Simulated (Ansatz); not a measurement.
**LaCd2SbO6: complex band structure**

Aim: relax a made-up compound, LaCd2SbO6, and see how good a tunnel barrier it would be. It is built by putting Cd for Pb, La for Y in the YSbPb2O6 structure of space group C2/m, with the volume rescaled by atomic radii. The parent structure comes from the Materials Project.

Program: Ansatz 0.2.0. Level of theory: r2SCAN DFT, plane waves, PAW files, in the first sound run; inputs show where later runs differ. Results are calculated unless marked as measured.

The structure was built from a prototype and need not be the compound's stable phase.

**1. Set-up**

The structure is monoclinic, space group C2/m (No. 12). The conventional cell has a = 10.283 Å, b = 5.973 Å, c = 6.068 Å, α = 90.00°, β = 125.12°, γ = 90.00°. La has 6 O at 2.28 to 2.29 Å nearest. Nearest to Sb lie 6 O at 2.03 to 2.04 Å. Nearest to Cd lie 5 O at 2.64 to 2.70 Å. O has 1 Sb at 2.04 Å and 1 La at 2.29 Å and 2 Cd at 2.64 to 2.70 Å nearest. Nearest to O lie 1 Sb at 2.03 Å and 1 La at 2.28 Å and 1 Cd at 2.70 Å. It derives from YSbPb2O6. Cd for Pb, La for Y in the YSbPb2O6 structure of space group C2/m. Farther neighbours and most contacts between anions are not listed.

**2. Relaxing the new crystal**

The substituted atoms don't fit the parent's cell, so cell and atoms relax together. A small smearing keeps the run stable in case the gap closes on the way.

The input, input.yaml:

```yaml
crystal:
  lattice:
    - [5.1414864238, -2.9864538053, 0.0]
    - [5.1414864238, 2.9864538053, 0.0]
    - [-3.4915199839, 0.0, 4.9634380447]
  atoms:
    - { symbol: La, position: [0.0, 0.0, 0.0] }
    - { symbol: Sb, position: [0.5, 0.5, 0.5] }
    - { symbol: Cd, position: [0.245975, 0.245975, 0.72718] }
    - { symbol: Cd, position: [0.754025, 0.754025, 0.27282] }
    - { symbol: O, position: [0.693987, 0.213358, 0.685063] }
    - { symbol: O, position: [0.213358, 0.693987, 0.685063] }
    - { symbol: O, position: [0.306013, 0.786642, 0.314937] }
    - { symbol: O, position: [0.786642, 0.306013, 0.314937] }
    - { symbol: O, position: [0.733933, 0.733933, 0.808939] }
    - { symbol: O, position: [0.266067, 0.266067, 0.191061] }
kpoints:
  mp_grid: { grid: [4, 4, 4] }
scf:
  occupations: { method: gaussian, width: 0.03 }
hamiltonian:
  xc: r2scan
output:
  forces: true
  stress: true
relax:
  f_tol: 0.02
  max_steps: 60
  cell: {}
```

The run is started by

```bash
$ ansatz run input.yaml --threads 2 --pin off --max-ram 4096MiB --backend cpu --events-out ev --progress --plain --runs-dir out
```

Numbers of over 12 decimals in the logs are rounded to 6 here.

The log of the run:

```text
Engine: ansatz 0.2.0, x86_64-unknown-linux-gnu
Pseudopotentials: kind: paw
Pseudopotential: La, paw, valence charge 11, recommended cutoff 500 eV (meta_gga), La.paw.azcp
Pseudopotential: Sb, paw, valence charge 15, recommended cutoff 500 eV (meta_gga), Sb.paw.azcp
Pseudopotential: Cd, paw, valence charge 20, recommended cutoff 500 eV (meta_gga), Cd.paw.azcp
Pseudopotential: O, paw, valence charge 6, recommended cutoff 500 eV (meta_gga), O.paw.azcp
Functional definition: r2SCAN
  parameter k0 = 0.174
  parameter k1 = 0.065
  parameter a1 = 4.9479
  exchange = r2scan_x(k0 = k0, k1 = k1, a1 = a1)
  correlation = r2scan_c
Crystal: 10 atoms, lattice volume = 152.425 Å³
Basis set: ecut = 500 eV, 3849 PW (Γ), exchange–correlation on 180×180×180 points (64 copies of the dense FFT grid, shifted against one another)
Bands: 62, of which v1, the nominal top of the filled ones, is band 51 counted from 1 (50 counted from 0)
Symmetry: 4 space group operations
Space group: C2/m (ITA 12), of the structure as read, at distance tolerance 5.3e-5 Å
k-points: 24 of 64
Non-local potential: La, projectors of the file, l = 0: 3, l = 1: 2, l = 2: 2, l = 3: 3
Non-local potential: Sb, projectors of the file, l = 0: 2, l = 1: 2, l = 2: 2, l = 3: 2
Non-local potential: Cd, projectors of the file, l = 0: 3, l = 1: 2, l = 2: 2, l = 3: 1
Non-local potential: O, projectors of the file, l = 0: 2, l = 1: 2, l = 2: 1
PAW form: soft (Blöchl's): semilocal exchange-correlation on the pseudo side does not see the compensation charge
PAW frozen core: La, regenerated for the run's functional (the file was generated under x = pbe(κ = 0.804, μ = 0.219515), c = pbe(β = 0.066725))
PAW frozen core: Sb, regenerated for the run's functional (the file was generated under x = pbe(κ = 0.804, μ = 0.219515), c = pbe(β = 0.066725))
PAW frozen core: Cd, regenerated for the run's functional (the file was generated under x = pbe(κ = 0.804, μ = 0.219515), c = pbe(β = 0.066725))
PAW frozen core: O, regenerated for the run's functional (the file was generated under x = pbe(κ = 0.804, μ = 0.219515), c = pbe(β = 0.066725))
PAW one-centre angular grid: La, 974 points (default); XC on 160 Gauss nodes
PAW one-centre angular grid: Sb, 590 points (default); XC on 160 Gauss nodes
PAW one-centre angular grid: Cd, 590 points (default); XC on 160 Gauss nodes
PAW one-centre angular grid: O, 302 points (default); XC on 160 Gauss nodes
Initial density: superposition of atomic densities (neutral atoms: chi_scale 0, normalization atom), corrected by the library's trained network
Initial wavefunctions: pseudopotential atomic-orbital guess
Functional: x = r2scan, c = r2scan; τ floored in thin density (d = 2e-4 eV/Å³)
SCF iter   1: F=—  HF=-32713.131349 eV  |F-HF|=—  |Δ(HF+E_count)|=         —  Δρ=1.02e-2  dr2=1.76e-1  dr2_τ=3.53e-1  ethr=1.77e-3  ⟨swp⟩=6.5  Hψ=6174  notcnv=0  defer=7
preconditioner: auto → Resta (q_TF=auto, 2.552 Å⁻¹)  ε∞=4.8  [insulator: Δε(μ)=0.982 eV  Ē_g=13.221 eV  σ=0.030 eV  W_gap=1.00  n_scr=52 (ndim 8)  ℏωp=25.9 eV  f_vac=0.010  D(μ)=0.00/eV (n_scr^D=0)  ε∞_Penn≈4.8]
SCF iter   2: F=—  HF=-32713.293760 eV  |F-HF|=—  |Δ(HF+E_count)|=   1.62e-1  Δρ=5.69e-3  dr2=2.52e-2  dr2_τ=5.77e-3  ethr=1.73e-4  ⟨swp⟩=2.6  Hψ=2887  notcnv=0  defer=154
SCF iter   3: F=—  HF=-32713.293000 eV  |F-HF|=—  |Δ(HF+E_count)|=   7.59e-4  Δρ=2.03e-3  dr2=5.70e-3  dr2_τ=5.41e-4  ethr=2.47e-5  ⟨swp⟩=2.6  Hψ=2561  notcnv=0  defer=82
automatic band count: iteration 3 solves 59 bands in place of 62: the levels show a gap, and the empty bands left out lie too high to hold charge; the band table lists the bands solved (type scf.n_extra_bands for more)
SCF iter   4: F=—  HF=-32713.292676 eV  |F-HF|=—  |Δ(HF+E_count)|=   3.25e-4  Δρ=5.86e-4  dr2=4.41e-4  dr2_τ=6.28e-5  ethr=5.59e-6  ⟨swp⟩=2.0  Hψ=2213  notcnv=0  defer=82
SCF iter   5: F=—  HF=-32713.292694 eV  |F-HF|=—  |Δ(HF+E_count)|=   1.80e-5  Δρ=3.39e-4  dr2=1.65e-4  dr2_τ=2.35e-5  ethr=4.33e-7  ⟨swp⟩=2.0  Hψ=2420  notcnv=0  defer=82
SCF iter   6: F=—  HF=-32713.292688 eV  |F-HF|=—  |Δ(HF+E_count)|=   5.85e-6  Δρ=8.16e-5  dr2=1.22e-5  dr2_τ=8.77e-7  ethr=1.62e-7  ⟨swp⟩=2.0  Hψ=2121  notcnv=0  defer=82
SCF iter   7: F=—  HF=-32713.292729 eV  |F-HF|=—  |Δ(HF+E_count)|=   4.08e-5  Δρ=2.10e-5  dr2=7.74e-7  dr2_τ=3.95e-8  ethr=1.20e-8  ⟨swp⟩=2.0  Hψ=2265  notcnv=0  defer=82
SCF iter   8: F=-32713.292729 eV  HF=-32713.292729 eV  |F-HF|=4.91e-9  |Δ(HF+E_count)|=   1.23e-7  Δρ=5.26e-6  dr2=5.92e-8  dr2_τ=1.60e-9  ethr=9.80e-11  ⟨swp⟩=5.0  Hψ=5804  notcnv=0
SCF 1 converged in 8 iterations: F = -32713.292729 eV  dr2 = 5.92e-8
  greatest PAW one-centre occupation: 1.002 electrons in one spin orbital (limit 2), on the Cd atom at site 3 (counted from 0), in its partial waves of l = 1
relax step   1: F+E_penalty+E_count = -32713.29272866 eV  Δ(F+E_penalty+E_count) = +0.000e0 eV  max|allowed force component| = 2.221e0 eV/Å  Δτ_max = 0.0000 Å  P = -6.031 GPa  Ω = 152.425 Å³  (8 SCF iters, dr2 threshold 1.00e-7 eV, accepted)
Crystal: 10 atoms, lattice volume = 147.193 Å³
Basis set: ecut = 500 eV, 3735 PW (Γ), exchange–correlation on 180×180×180 points (64 copies of the dense FFT grid, shifted against one another)
Initial density: handed on by an earlier stage of this run
Initial wavefunctions: those handed on with the density
iter 1 solved again at ethr=4.12e-4 eV; its pass at ethr=3.10e-3 eV (dr2=4.20e-1 eV) is discarded
SCF iter   1: F=—  HF=-32714.448705 eV  |F-HF|=—  |Δ(HF+E_count)|=         —  Δρ=2.36e-2  dr2=4.23e-1  dr2_τ=6.76e0  ethr=4.12e-4  ⟨swp⟩=2.4  Hψ=7288  notcnv=0  defer=1
automatic band count: iteration 1 solves 59 bands in place of 62: the levels show a gap, and the empty bands left out lie too high to hold charge; the band table lists the bands solved (type scf.n_extra_bands for more)
preconditioner: auto → Resta (q_TF=auto, 2.567 Å⁻¹)  ε∞=5.3  [insulator: Δε(μ)=1.347 eV  Ē_g=12.739 eV  σ=0.030 eV  W_gap=1.00  n_scr=50 (ndim 8)  ℏωp=26.3 eV  f_vac=0.010  D(μ)=0.00/eV (n_scr^D=0)  ε∞_Penn≈5.3]
SCF iter   2: F=—  HF=-32714.826770 eV  |F-HF|=—  |Δ(HF+E_count)|=   3.78e-1  Δρ=9.60e-3  dr2=6.41e-2  dr2_τ=1.05e-2  ethr=4.12e-4  ⟨swp⟩=4.5  Hψ=3622  notcnv=0  defer=52
SCF iter   3: F=—  HF=-32714.834894 eV  |F-HF|=—  |Δ(HF+E_count)|=   8.12e-3  Δρ=3.18e-3  dr2=1.22e-2  dr2_τ=1.16e-3  ethr=6.28e-5  ⟨swp⟩=3.5  Hψ=2392  notcnv=0  defer=79
SCF iter   4: F=—  HF=-32714.836505 eV  |F-HF|=—  |Δ(HF+E_count)|=   1.61e-3  Δρ=9.79e-4  dr2=1.91e-3  dr2_τ=9.27e-5  ethr=1.20e-5  ⟨swp⟩=2.7  Hψ=2297  notcnv=0  defer=87
[...]
SCF iter   7: F=—  HF=-32715.813583 eV  |F-HF|=—  |Δ(HF+E_count)|=   6.74e-6  Δρ=6.11e-5  dr2=4.16e-6  dr2_τ=3.86e-7  ethr=3.97e-8  ⟨swp⟩=2.0  Hψ=2167  notcnv=0  defer=32
SCF iter   8: F=-32715.813584 eV  HF=-32715.813584 eV  |F-HF|=2.68e-7  |Δ(HF+E_count)|=   7.63e-7  Δρ=2.21e-5  dr2=7.23e-7  dr2_τ=5.77e-8  ethr=9.80e-10  ⟨swp⟩=5.0  Hψ=5844  notcnv=0
SCF 3 converged in 8 iterations: F = -32715.813584 eV  dr2 = 7.23e-7
relax step   3: F+E_penalty+E_count = -32715.81358362 eV  Δ(F+E_penalty+E_count) = -9.769e-1 eV  max|allowed force component| = 6.877e-1 eV/Å  Δτ_max = 0.1950 Å  P = +1.152 GPa  Ω = 139.002 Å³  energy of the carried Pulay correction = +6.842e-3 eV  (8 SCF iters, dr2 threshold 1.00e-6 eV, accepted)
[... from here on, the SCF cycles and remarks between the steps are left out ...]
relax step   4: F+E_penalty+E_count = -32715.85843456 eV  Δ(F+E_penalty+E_count) = -4.485e-2 eV  max|allowed force component| = 1.212e0 eV/Å  Δτ_max = 0.1953 Å  P = +3.064 GPa  Ω = 137.368 Å³  energy of the carried Pulay correction = +7.718e-3 eV  (8 SCF iters, dr2 threshold 1.00e-6 eV, accepted)
relax step   5: F+E_penalty+E_count = -32715.99851521 eV  Δ(F+E_penalty+E_count) = -1.401e-1 eV  max|allowed force component| = 3.356e-1 eV/Å  Δτ_max = 0.0840 Å  P = -0.073 GPa  Ω = 139.879 Å³  energy of the carried Pulay correction = +6.376e-3 eV  (8 SCF iters, dr2 threshold 1.00e-6 eV, accepted)
relax step   6: F+E_penalty+E_count = -32716.00952274 eV  Δ(F+E_penalty+E_count) = -1.101e-2 eV  max|allowed force component| = 1.606e-1 eV/Å  Δτ_max = 0.0578 Å  P = -0.073 GPa  Ω = 139.713 Å³  energy of the carried Pulay correction = +6.464e-3 eV  (7 SCF iters, dr2 threshold 1.00e-6 eV, accepted)
relax step   7: F+E_penalty+E_count = -32716.01750628 eV  Δ(F+E_penalty+E_count) = -7.984e-3 eV  max|allowed force component| = 6.298e-3 eV/Å  Δτ_max = 0.0229 Å  P = -0.069 GPa  Ω = 139.812 Å³  energy of the carried Pulay correction = +6.411e-3 eV  (6 SCF iters, dr2 threshold 1.00e-6 eV, accepted)
relax step   8: F+E_penalty+E_count = -32716.01758576 eV  Δ(F+E_penalty+E_count) = -7.948e-5 eV  max|allowed force component| = 9.043e-3 eV/Å  Δτ_max = 0.0042 Å  P = +0.008 GPa  Ω = 139.747 Å³  energy of the carried Pulay correction = +6.446e-3 eV  (6 SCF iters, dr2 threshold 5.08e-8 eV, accepted)
relax step   9: F+E_penalty+E_count = -32716.01032434 eV  Δ(F+E_penalty+E_count) = +7.261e-3 eV  max|allowed force component| = 9.207e-3 eV/Å  Δτ_max = 0.0000 Å  P = +0.027 GPa  Ω = 139.747 Å³  stress off target by 5.94e-2 GPa  SCF on the basis re-selected at this cell (its energy is not comparable with the rows above)  (7 SCF iters)
relax step  10: F+E_penalty+E_count = -32716.01031246 eV  Δ(F+E_penalty+E_count) = +1.188e-5 eV  max|allowed force component| = 9.706e-4 eV/Å  Δτ_max = 0.0016 Å  P = -0.028 GPa  Ω = 139.800 Å³  energy of the carried Pulay correction = -3.077e-5 eV  (6 SCF iters, dr2 threshold 8.82e-9 eV, accepted)
relax step  11: F+E_penalty+E_count = -32716.01034242 eV  Δ(F+E_penalty+E_count) = -2.996e-5 eV  max|allowed force component| = 8.306e-4 eV/Å  Δτ_max = 0.0004 Å  P = +0.000 GPa  Ω = 139.769 Å³  energy of the carried Pulay correction = -1.284e-5 eV  (5 SCF iters, dr2 threshold 1.19e-8 eV, accepted)
iter 1 solved again at ethr=2.00e-8 eV; its pass at ethr=3.10e-3 eV (dr2=2.04e-5 eV) is discarded
SCF iter   1: F=—  HF=-32716.010254 eV  |F-HF|=—  |Δ(HF+E_count)|=         —  Δρ=1.87e-5  dr2=1.24e-8  dr2_τ=2.44e-9  ethr=2.00e-8  ⟨swp⟩=4.0  Hψ=10661  notcnv=0
preconditioner: auto → Resta (q_TF=auto, 2.589 Å⁻¹)  ε∞=5.5  [insulator: Δε(μ)=2.058 eV  Ē_g=12.679 eV  σ=0.030 eV  W_gap=1.00  n_scr=50 (ndim 8)  ℏωp=27.0 eV  f_vac=0.017  D(μ)=0.00/eV (n_scr^D=0)  ε∞_Penn≈5.5]
SCF iter   2: F=—  HF=-32716.010350 eV  |F-HF|=—  |Δ(HF+E_count)|=   9.50e-5  Δρ=9.47e-6  dr2=3.69e-9  dr2_τ=5.99e-8  ethr=1.21e-11  ⟨swp⟩=2.8  Hψ=3054  notcnv=0
SCF iter   3: F=—  HF=-32716.010350 eV  |F-HF|=—  |Δ(HF+E_count)|=   3.70e-7  Δρ=2.07e-6  dr2=9.38e-10  dr2_τ=2.53e-9  ethr=3.61e-12  ⟨swp⟩=2.0  Hψ=2386  notcnv=0
SCF iter   4: F=-32716.010350 eV  HF=-32716.010350 eV  |F-HF|=1.16e-10  |Δ(HF+E_count)|=   1.55e-8  Δρ=3.11e-7  dr2=9.04e-11  dr2_τ=3.04e-11  ethr=1.00e-12  ⟨swp⟩=3.3  Hψ=6086  notcnv=0
SCF 12 converged in 4 iterations: F = -32716.010350 eV  dr2 = 9.04e-11
relax step  12: F+E_penalty+E_count = -32716.01034993 eV  Δ(F+E_penalty+E_count) = -7.507e-6 eV  max|allowed force component| = 8.363e-4 eV/Å  Δτ_max = 0.0000 Å  P = +0.000 GPa  Ω = 139.769 Å³  stress off target by 3.43e-3 GPa  SCF on the basis re-selected at this cell (its energy is not comparable with the rows above)  (4 SCF iters)
basis re-selected at this cell: Δ(F+E_penalty+E_count) = -7.507e-6 eV, ΔP = -0.000 GPa vs the last step (what re-selecting the basis moved, of the pressure what is left beyond the Pulay correction that the steps carried, after the strain that the cell walked since its last selection, with what the two solves' SCF thresholds leave and, on support functions, any second-order correction that the steps lacked; it is no m [...]
SCF converged after 4 iterations
Free energy (F): -32716.010350 eV
Harris-Foulkes:  -32716.010350 eV  (|F-HF|=1.16e-10)
Internal energy: -32716.010350 eV  (E = F + TS)
E sigma→0 (E₀):  -32716.010350 eV
Fermi energy:    10.743107 eV
--- Per-component energies (eV) ---
  E_band       = -1058.744346
  E_kinetic    = 2472.045647
  E_local      = -10409.985195  (includes V_loc(G=0)·N_el)
  E_nonlocal   = 826.455454
  E_hartree    = 4644.871395
  E_xc         = -1036.892953
  E_vxc        = -1388.506479  (∫ρ·V_xc dr)
  E_paw        = -19226.688770  (= ΣΔE_a)
  E_vpaw       = -1938.117122  (= ΣTr[D̂ρ^β])
  E_aug_tail   = 0.006134  (compensation charges beyond the density's cutoff)
  E_vtau       = 89.614523  (kinetic-family band-sum trace: ∫τ·v_τ [+ j·A + Jᵃ·Aᵃ] dr)
  E_ewald      = -9985.075426
  E_core_change = -0.746637  (= ΣΔE_core)
  E_smearing   = -0.000000  (= −TS)
  E_closure    = 0.000000  (closes the sum)
  Σ components = -32716.010350   (vs F -32716.010350, Δ=0.00e0)
--- Forces (eV/Å), atoms counted from 1 ---
  atom   1  La    -0.00000000     0.00000000     0.00000000
  atom   2  Sb     0.00000000     0.00000000     0.00000000
  atom   3  Cd    -0.00004728     0.00000000     0.00004634
  atom   4  Cd     0.00004728    -0.00000000    -0.00004634
  atom   5  O      0.00083631    -0.00041826    -0.00032644
  atom   6  O      0.00083631     0.00041826    -0.00032644
  atom   7  O     -0.00083631     0.00041826     0.00032644
  atom   8  O     -0.00083631    -0.00041826     0.00032644
  atom   9  O     -0.00049437    -0.00000000    -0.00082313
  atom  10  O      0.00049437     0.00000000     0.00082313
  max |Σ_I F_I| component: 1.08e-19 eV/Å
--- Stress (GPa, compression-positive) ---
        0.000307      -0.000000      -0.002115
       -0.000000       0.002777       0.000000
       -0.002085       0.000000      -0.002253
  P = ⅓ Tr σ = 0.0003 GPa (0.003 kbar)
--- Relaxed structure (10 steps of the walk, 10 accepted, 2 SCFs on fresh bases) ---
  F+E_penalty+E_count = -32716.01034993 eV   max|allowed force component| = 8.363e-4 eV/Å   (the final SCF, on the basis selected at the relaxed cell)
  cell:  # Å, volume = 139.7686 Å³
    - [4.986929, -2.983971, 0.112161]
    - [4.986929, 2.983971, 0.112161]
    - [-3.278285, -7.569768236186933e-17, 4.622526]
  atoms:
    - { symbol: La, position: [-2.705618232563217e-19, -2.6874662328476797e-19, 0] }
    - { symbol: Sb, position: [0.500000, 0.500000, 0.500000] }
    - { symbol: Cd, position: [0.252704, 0.252704, 0.715670] }
    - { symbol: Cd, position: [0.747296, 0.747296, 0.284330] }
    - { symbol: O, position: [0.648919, 0.184793, 0.636203] }
    - { symbol: O, position: [0.184793, 0.648919, 0.636203] }
    - { symbol: O, position: [0.351081, 0.815207, 0.363797] }
    - { symbol: O, position: [0.815207, 0.351081, 0.363797] }
    - { symbol: O, position: [0.718338, 0.718338, 0.876987] }
    - { symbol: O, position: [0.281662, 0.281662, 0.123013] }
```

Elapsed: 47 s, on 2 threads of AMD EPYC 9R45, shared host; peak memory 1.1 GiB; 92 s of CPU time.

Relaxation path:

```csv
step,energy less that of the first step (eV),largest force component (eV/Å),pressure (GPa),volume (Å³)
1,0.0000,2.2207,-6.03,152.43
2,-1.5440,1.1401,-3.86,147.19
3,-2.5209,0.6877,1.15,139.00
4,-2.5657,1.2119,3.06,137.37
5,-2.7058,0.3356,-0.07,139.88
6,-2.7168,0.1606,-0.07,139.71
7,-2.7248,0.0063,-0.07,139.81
8,-2.7249,0.0090,0.01,139.75
9*,-2.7176,0.0092,0.03,139.75
10,-2.7176,0.0010,-0.03,139.80
11,-2.7176,0.0008,0.00,139.77
12*,-2.7176,0.0008,0.00,139.77
```

Relaxation steps marked * repeat the geometry before them on a plane-wave basis chosen anew for their cell, so energy and pressure can jump there.

Forces are held to the 4 operations that the run works with; a distortion that breaks them can't arise in this run.

```csv
cell as run,before,after,change
a (Å),5.946,5.813,-2.2 %
b (Å),5.946,5.813,-2.2 %
c (Å),6.068,5.667,-6.6 %
α (°),119.84,118.72,-0.9 %
β (°),119.84,118.72,-0.9 %
γ (°),60.30,61.78,+2.4 %
volume (Å³/atom),15.24,13.98,-8.3 %
```

The atoms that moved most (Å, as changes of fractional coordinates times the final cell):

```csv
atom,dx,dy,dz,length
O9,-0.379,0.000,0.311,0.490
O10,0.379,0.000,-0.311,0.490
O6,-0.207,-0.049,-0.234,0.316
O5,-0.207,0.049,-0.234,0.316
O8,0.207,0.049,0.234,0.316
O7,0.207,-0.049,0.234,0.316
Cd4,-0.105,0.000,0.052,0.117
Cd3,0.105,0.000,-0.052,0.117
```

This step gave:

| Quantity | Value |
| --- | --- |
| free energy | -32716.0103 eV |
| Fermi energy | 10.74 eV |
| pressure | 2.77e-4 GPa |

The largest force component on a free atom ends at 8.4e-4 eV/Å.

(Part 1 of 3 ends here.)

[Logs are printed without paths, hosts, clocks, repeated set-up lines and the standing remarks that a program may print on its own settings, such as how far it seeks lower states.]

[Hosts, paths, dates, database ids (printed as entryN), source tags and the programs' standing remarks are cut or masked in the printed files.]
